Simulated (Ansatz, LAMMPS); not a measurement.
# Glassy 62P2O5-14Al2O3-24BaO (mol %) (160 atoms): support functions against a reference, part 2 of 2

Wanted: errors and times of a linear-scaling basis for glassy 62P2O5-14Al2O3-24BaO (mol %) (160 atoms). A setting counts as converged where the r.m.s. difference of forces stays under 1 % of the r.m.s. force.

Ansatz 0.2.0; Kohn-Sham DFT, PBE, PAW (set soft_2), plane waves.

The cell: 36 P, 8 Al, 7 Ba and 109 O. The quench rate of 300 K/ps is many orders above laboratory rates. The starting topology of bonds comes from the classical model. The Brillouin zone is sampled at Γ only, in a cell whose shortest periodic width is 13 Å. The levels lack spin–orbit coupling.

So far. Step 10 (A run with a doubtful setting): The fault in the input: a smearing of electronvolts (scf.occupations = {"method": "methfessel_paxton", "width": 1.0}). The fix is to set scf.occupations back to {"method": "fixed"}. Step 11 (With scf.occupations.method = "tetrahedron_uncorrected"): The program set the tetrahedra aside and kept another filling, so they aren't tested. Forces differ from the reference by 0.002 meV/Å r.m.s., 1.0e-4 % of their size.

## 13. The reference in detail

With the settings judged, the reference run is read for its physics.

Length of the force by element:

| element | coordination | atoms | mean length of the force (eV/Å) | spread | least | most |
| --- | --- | --- | --- | --- | --- | --- |
| Al | all | 8 | 2.10 | 0.927 | 0.935 | 4.15 |
| Ba | all | 7 | 1.29 | 0.171 | 1.10 | 1.64 |
| O | all | 109 | 1.92 | 1.05 | 0.162 | 5.65 |
| P | all | 36 | 3.47 | 1.57 | 1.38 | 7.34 |

Intrinsic-atomic-orbital charges by element:

| element | coordination | atoms | mean charge (e) | spread | least | most |
| --- | --- | --- | --- | --- | --- | --- |
| Al | all | 8 | 1.35 | 0.0709 | 1.24 | 1.44 |
| Ba | all | 7 | 1.82 | 0.0232 | 1.80 | 1.87 |
| O | all | 109 | -0.943 | 0.0919 | -1.21 | -0.815 |
| P | all | 36 | 2.20 | 0.0431 | 2.12 | 2.29 |

States in the cell by windows of 1 eV, zero at the Fermi level; the larger projections on atomic orbitals stand beside the total:

| from (eV) | to (eV) | total | O p | P p | O s |
| --- | --- | --- | --- | --- | --- |
| -10 | -9 | 20.0 | 14.0 | 2.2 | 1.4 |
| -9 | -8 | 37.8 | 27.5 | 4.2 | 2.9 |
| -8 | -7 | 45.1 | 35.3 | 3.9 | 3.4 |
| -7 | -6 | 69.8 | 57.7 | 4.6 | 4.3 |
| -6 | -5 | 80.9 | 69.3 | 4.2 | 3.8 |
| -5 | -4 | 86.9 | 78.0 | 3.2 | 2.4 |
| -4 | -3 | 85.5 | 78.8 | 2.3 | 1.6 |
| -3 | -2 | 82.1 | 77.0 | 1.8 | 0.8 |
| -2 | -1 | 40.1 | 38.1 | 0.7 | 0.2 |
| -1 | 0 | 24.2 | 23.0 | 0.4 | 0.1 |
| 0 | 1 | 0.6 | 0.6 | 0.0 | 0.0 |
| 1 | 2 | 6.0 | 0.8 | 1.0 | 0.9 |
| 2 | 3 | 8.0 | 0.6 | 0.7 | 0.9 |
| 3 | 4 | 27.4 | 2.2 | 3.2 | 2.6 |
| 4 | 5 | 44.5 | 3.8 | 7.2 | 4.0 |

The curve was stored every 0.10 eV, coarse against its broadening of 0.08 eV, so these counts are rough.

With fixed occupations the program's Fermi level is the highest filled level; weight inside the gap is the broadening of levels at its edges.

Between -26 and -10 eV lie 339 more states.

The levels nearest the highest filled one (over half full), pooled over k-points and spins:

| level less the highest filled one (eV) | occupation |
| --- | --- |
| -0.578 | 2 |
| -0.551 | 2 |
| -0.241 | 2 |
| -0.128 | 2 |
| -0.0736 | 2 |
| 0 | 2 |
| 1.24 | 0 |
| 1.80 | 0 |
| 1.88 | 0 |
| 2.42 | 0 |
| 2.80 | 0 |
| 2.84 | 0 |

Electrostatic potential energy in the ac plane at fractional y = 0.389, with atoms of P and Al and Ba and O within 0.2 Å of it. With pseudopotentials it is smooth inside the atoms' cores, unlike the true potential.

Ten even steps from '0' (-40 eV) to '9' (11 eV), each cell a mean:
```
9998720005899999999999999999865675689
9986432247999999999999888898886555689
7751017889999999999998888889998872127
1123368999999999999998888889999972013
0004899999999999999998888889999998761
1025788888999999999999988889999999874
7630156446799999999999988885358999988
9841142002789999887788888761016999999
9998875214799998731134368886458999999
9999998657999987500015689999999999999
9999998425999998752357899999999999999
9999999878999999988889999999999999999
9999888889999999999999999999999999999
9888643357899999999999999999999998889
8886310025889999999999999999999877778
8886300015899999999999999999998754467
8888633357899999999999999877898764567
8899887789999999999999998610389877788
9899999999999999999999999721489998899
9889999999999998656899999998999999999
8888889999999998213789999999999999999
8885226999999999767899999999999999999
9984003789999999999999999999987667899
9998531137999999999999999999875565689
```
Columns run along a (13.2 Å; values clipped at the 3rd and 97th percentile), rows up along c (13.2 Å). Atoms in or near the plane, at fractional coordinates: P at (0.03, 0.80), Al at (0.86, 0.98), Ba at (0.17, 0.37), O at (0.73, 0.25), O at (0.13, 0.07), O at (0.77, 0.68), O at (0.10, 0.70), O at (0.93, 0.87).

Valence density in the ac plane at fractional y = 0.389, with atoms of P and Al and Ba and O within 0.2 Å of it. It is the smooth field of the valence electrons, not physical close to the nuclei.

Values in e/Å³, 13 rows by 16 columns, each cell a mean:
```
0.1 0.7 0.9 0.7 0.8 0.1 0.0 0.0 0.0 0.0 0.0 0.1 0.2 0.1 0.3 0.2
0.6 3.3 2.3 0.2 0.1 0.0 0.0 0.0 0.0 0.0 0.1 0.1 0.1 0.2 3.2 2.8
0.3 0.7 0.3 0.1 0.1 0.0 0.0 0.0 0.0 0.0 0.1 0.1 0.1 0.1 0.7 1.0
0.6 3.7 1.3 0.6 0.8 0.1 0.0 0.1 0.2 0.1 0.1 0.8 2.6 0.3 0.0 0.1
0.2 1.3 0.7 0.7 0.5 0.1 0.3 0.5 0.6 1.4 0.6 1.0 2.9 0.4 0.0 0.0
0.0 0.0 0.3 2.1 0.6 0.1 0.7 0.8 0.4 0.5 0.2 0.1 0.1 0.0 0.0 0.0
0.0 0.0 0.2 0.5 0.2 0.0 0.1 0.1 0.1 0.1 0.0 0.0 0.0 0.0 0.0 0.0
0.0 0.3 1.0 0.9 0.2 0.0 0.0 0.0 0.0 0.1 0.2 0.0 0.0 0.1 0.2 0.1
0.1 0.4 1.0 1.0 0.3 0.1 0.0 0.0 0.0 0.1 0.1 0.2 0.1 0.2 0.7 0.4
0.5 0.3 0.3 0.2 0.1 0.3 0.1 0.1 0.0 0.1 0.3 3.5 1.8 0.1 0.3 0.2
0.3 0.2 0.1 0.0 0.0 0.1 0.3 1.5 0.4 0.1 0.1 1.0 0.5 0.0 0.0 0.1
0.2 1.3 2.0 0.1 0.0 0.0 0.3 1.6 0.4 0.0 0.0 0.0 0.0 0.0 0.2 0.3
0.1 1.4 2.6 0.5 0.3 0.1 0.0 0.1 0.1 0.0 0.0 0.0 0.1 0.1 0.2 0.3
```
Columns run along a (13.2 Å), rows up along c (13.2 Å). Atoms in or near the plane, at fractional coordinates: P at (0.03, 0.80), Al at (0.86, 0.98), Ba at (0.17, 0.37), O at (0.73, 0.25), O at (0.13, 0.07), O at (0.77, 0.68), O at (0.10, 0.70), O at (0.93, 0.87).

Mean intrinsic-atomic-orbital charges: Al +1.35, Ba +1.82, O -0.94, P +2.20 e.

## 14. Distances and neighbours

Bonds and neighbours are counted at the geometry of the runs.

Density 2.88 g/cm³, 14.52 Å³ an atom.

g(r), total and by pair (bins of 0.2 Å):

| r (Å) | total | O-O | O-P | O-Al | O-Ba | P-P | P-Al |
| --- | --- | --- | --- | --- | --- | --- | --- |
| 1.40 | 1.06 | 0.00 | 3.46 | 0.00 | 0.00 | 0.00 | 0.00 |
| 1.60 | 3.39 | 0.00 | 10.79 | 1.14 | 0.00 | 0.00 | 0.00 |
| 1.80 | 0.69 | 0.00 | 0.35 | 8.53 | 0.00 | 0.00 | 0.00 |
| 2.00 | 0.06 | 0.00 | 0.00 | 0.84 | 0.00 | 0.00 | 0.00 |
| 2.20 | 0.11 | 0.12 | 0.00 | 0.86 | 0.00 | 0.00 | 0.00 |
| 2.40 | 1.53 | 3.30 | 0.00 | 0.00 | 0.00 | 0.00 | 0.00 |
| 2.60 | 1.32 | 2.62 | 0.03 | 0.00 | 1.52 | 0.00 | 0.00 |
| 2.80 | 0.61 | 0.86 | 0.15 | 0.13 | 2.65 | 0.00 | 0.00 |
| 3.00 | 0.69 | 0.76 | 0.16 | 0.00 | 1.33 | 3.22 | 2.07 |
| 3.20 | 0.71 | 0.62 | 0.34 | 0.20 | 0.60 | 2.01 | 7.18 |
| 3.40 | 0.73 | 0.69 | 0.79 | 0.81 | 0.64 | 0.50 | 1.41 |
| 3.60 | 1.06 | 0.83 | 1.53 | 1.62 | 0.65 | 0.21 | 0.50 |
| 3.80 | 1.20 | 0.77 | 1.96 | 1.98 | 0.94 | 0.10 | 0.00 |
| 4.00 | 1.36 | 0.89 | 2.15 | 1.86 | 0.53 | 0.96 | 0.60 |
| 4.20 | 1.19 | 0.94 | 1.42 | 1.62 | 0.89 | 1.54 | 0.54 |
| 4.40 | 0.93 | 0.99 | 0.73 | 0.99 | 1.30 | 1.02 | 0.84 |
| 4.60 | 1.04 | 1.12 | 0.84 | 0.75 | 1.09 | 1.63 | 1.81 |
| 4.80 | 1.12 | 1.40 | 0.70 | 0.83 | 0.99 | 1.56 | 1.54 |
| 5.00 | 1.01 | 1.22 | 0.66 | 0.90 | 1.50 | 1.09 | 1.02 |
| 5.20 | 0.98 | 1.08 | 0.75 | 0.83 | 1.58 | 1.01 | 0.82 |
| 5.40 | 0.95 | 0.97 | 0.99 | 0.62 | 0.92 | 0.92 | 0.87 |
| 5.60 | 0.96 | 0.95 | 1.10 | 0.87 | 0.81 | 0.68 | 0.93 |
| 5.80 | 0.98 | 0.92 | 1.14 | 1.10 | 0.76 | 0.76 | 1.23 |
| 6.00 | 0.92 | 0.84 | 0.98 | 1.11 | 1.04 | 0.67 | 1.17 |
| 6.20 | 1.01 | 0.88 | 1.19 | 1.38 | 0.79 | 0.93 | 0.75 |
| 6.40 | 1.03 | 0.96 | 0.99 | 1.08 | 1.29 | 1.11 | 0.78 |

Bonds by pair of elements; cutoffs follow the first minimum of g(r), held within bounds set by covalent radii, and pairs that aren't listed don't count as bonded:

| pair A-B | cutoff (Å) | bonds | mean length (Å) | spread (Å) | shortest (Å) | B about A | A about B |
| --- | --- | --- | --- | --- | --- | --- | --- |
| O-P | 2.11 | 148 | 1.55 | 0.071 | 1.45 | 1.36 | 4.11 |
| O-Al | 2.19 | 34 | 1.82 | 0.109 | 1.68 | 0.312 | 4.25 |
| O-Ba | 3.29 | 41 | 2.87 | 0.175 | 2.66 | 0.376 | 5.86 |

The cutoff for O-Al falls short of the minimum of g(r), so counts run low and odd coordinations can be artefacts.

How many atoms have how many bonded neighbours:

| element | mean | 1 | 2 | 3 | 4 | 5 | 6 | 7 | 8 |
| --- | --- | --- | --- | --- | --- | --- | --- | --- | --- |
| Al | 4.25 | 0 | 0 | 0 | 6 | 2 | 0 | 0 | 0 |
| Ba | 5.86 | 0 | 0 | 0 | 0 | 4 | 1 | 1 | 1 |
| O | 2.05 | 7 | 90 | 12 | 0 | 0 | 0 | 0 | 0 |
| P | 4.11 | 0 | 0 | 0 | 32 | 4 | 0 | 0 | 0 |

Oxygen atoms by the number of network formers (Si, P, Ge, B, Al, As, Ga) bound to them:

| network formers bound to O | O atoms | per cent |
| --- | --- | --- |
| 0 | 0 | 0 |
| 1 | 36 | 33 |
| 2 | 73 | 67 |

Network units: each former by its oxygen neighbours and how many of them bridge to another former:

| former | O neighbours | bridging O | atoms |
| --- | --- | --- | --- |
| P | 4 | 2 | 10 |
| P | 4 | 3 | 14 |
| P | 4 | 4 | 8 |
| P | 5 | 4 | 2 |
| P | 5 | 5 | 2 |
| Al | 4 | 4 | 6 |
| Al | 5 | 5 | 2 |

Rings of the network by King's shortest-path rule, up to 12 atoms, one path for each pair of neighbours; H, halogens, alkali and alkaline-earth atoms are left out, and the last column divides by all other atoms, bonded or not:

| ring size (atoms) | rings | per network atom |
| --- | --- | --- |
| 8 | 5 | 0.033 |
| 10 | 11 | 0.072 |
| 12 | 8 | 0.052 |

For some of the pairs, g(r) has its first main peak near 2.5 Å (O-O), 1.5 Å (O-P), 1.8 Å (O-Al), 2.8 Å (O-Ba), 3.1 Å (P-P) and 3.2 Å (P-Al). 67 % of the oxygens bridge two formers (P and Al) and 33 % are non-bridging. The commonest P unit has 4 oxygens, 3 of them shared with other formers (14 of 36 atoms). Rings of 10 atoms are the most common (46 % of those counted); sizes run from 8 to 12, where the search stops.

The surroundings of P32, which bears the longest force, nearest first, numbered as they follow in the input and with coordinates relative to it.

| atom | x | y | z | distance (Å) | bonds | intrinsic-atomic-orbital charge (e) | Fx | Fy | Fz (eV/Å) |
| --- | --- | --- | --- | --- | --- | --- | --- | --- | --- |
| P32 | 0.00 | 0.00 | 0.00 | 0.00 | 4 | 2.16 | 6.77 | 2.79 | -0.43 |
| O148 | 0.35 | -0.21 | -1.43 | 1.49 | 2 | -1.03 | -1.25 | -0.90 | -1.09 |
| O137 | 1.17 | 0.70 | 0.72 | 1.54 | 2 | -1.09 | -1.40 | -0.57 | 0.78 |
| O155 | -0.27 | -1.32 | 0.75 | 1.54 | 2 | -0.89 | -1.25 | -1.75 | 0.07 |
| O75 | -1.24 | 0.89 | 0.28 | 1.55 | 2 | -0.87 | -2.89 | 0.22 | 0.17 |
| P4 | -2.01 | 2.08 | 0.91 | 3.04 | 4 | 2.27 | 4.06 | 1.34 | -0.29 |
| P34 | -0.18 | -2.60 | 1.61 | 3.06 | 4 | 2.17 | -0.97 | -0.94 | 1.48 |
| O128 | 2.91 | -1.55 | 0.55 | 3.34 | 2 | -1.01 | 0.31 | 0.48 | -0.44 |
| O80 | -2.34 | -1.59 | -1.98 | 3.46 | 2 | -1.08 | 0.90 | 0.52 | -0.82 |
| O129 | -1.10 | 2.56 | 2.14 | 3.52 | 2 | -0.86 | -0.95 | -1.83 | -0.47 |

The column of bonds counts only the pairs O-P within 2.11 Å, O-Al within 2.19 Å, O-Ba within 3.29 Å; other neighbours, such as metal atoms beside each other in a compound, aren't counted, and periodic images can show an atom twice.

## 15. Summary of results

```
free energy per atom                             : -844.2066 eV/atom
pressure                                         : 2.414 GPa
r.m.s. force component                           : 1.513 eV/Å
gap (highest filled to lowest empty level) : 1.241 eV
wall time of the 9 DFT runs                      : 11 min
```

What this shows: Against plane waves at 420 eV, the forces differ by 1.3 meV/Å (0.083 %) with support functions medium. At 160 atoms the fastest of the runs at a preset level, support functions low, takes roughly 2.7 times the time of plane waves (whose run also made extra analyses, so the like-for-like ratio is larger), in 14 SCF cycles against 11. Differences between support functions and plane waves include what basis error the plane-wave run still has. As the typed spacing goes from 0.211 to 0.33 Å, the force difference goes from 1.1 to 31 meV/Å, and the time from 92 s to 53 s.

Between filled and empty levels lie 1.24 eV (at Γ alone); a semilocal functional tends to put such gaps too low. In a disordered cell it changes from sample to sample, and tail or defect levels can set it. 67 % of the oxygens bridge two formers (P and Al) and 33 % are non-bridging.

**Limits.** The force components of 1.5 eV/Å r.m.s. reflect the temperature of the frame as well as the gap between the generating potential and DFT. The pressure of 2.4 GPa is that of one thermal frame, in which the classical model's bond lengths enter as well as the volume, without the kinetic term.

[Logs are printed without paths, hosts, clocks, repeated set-up lines and the standing remarks that a program may print on its own settings, such as how far it seeks lower states.]

[Hosts, paths, dates, database ids (printed as entryN), source tags and the programs' standing remarks are cut or masked in the printed files.]
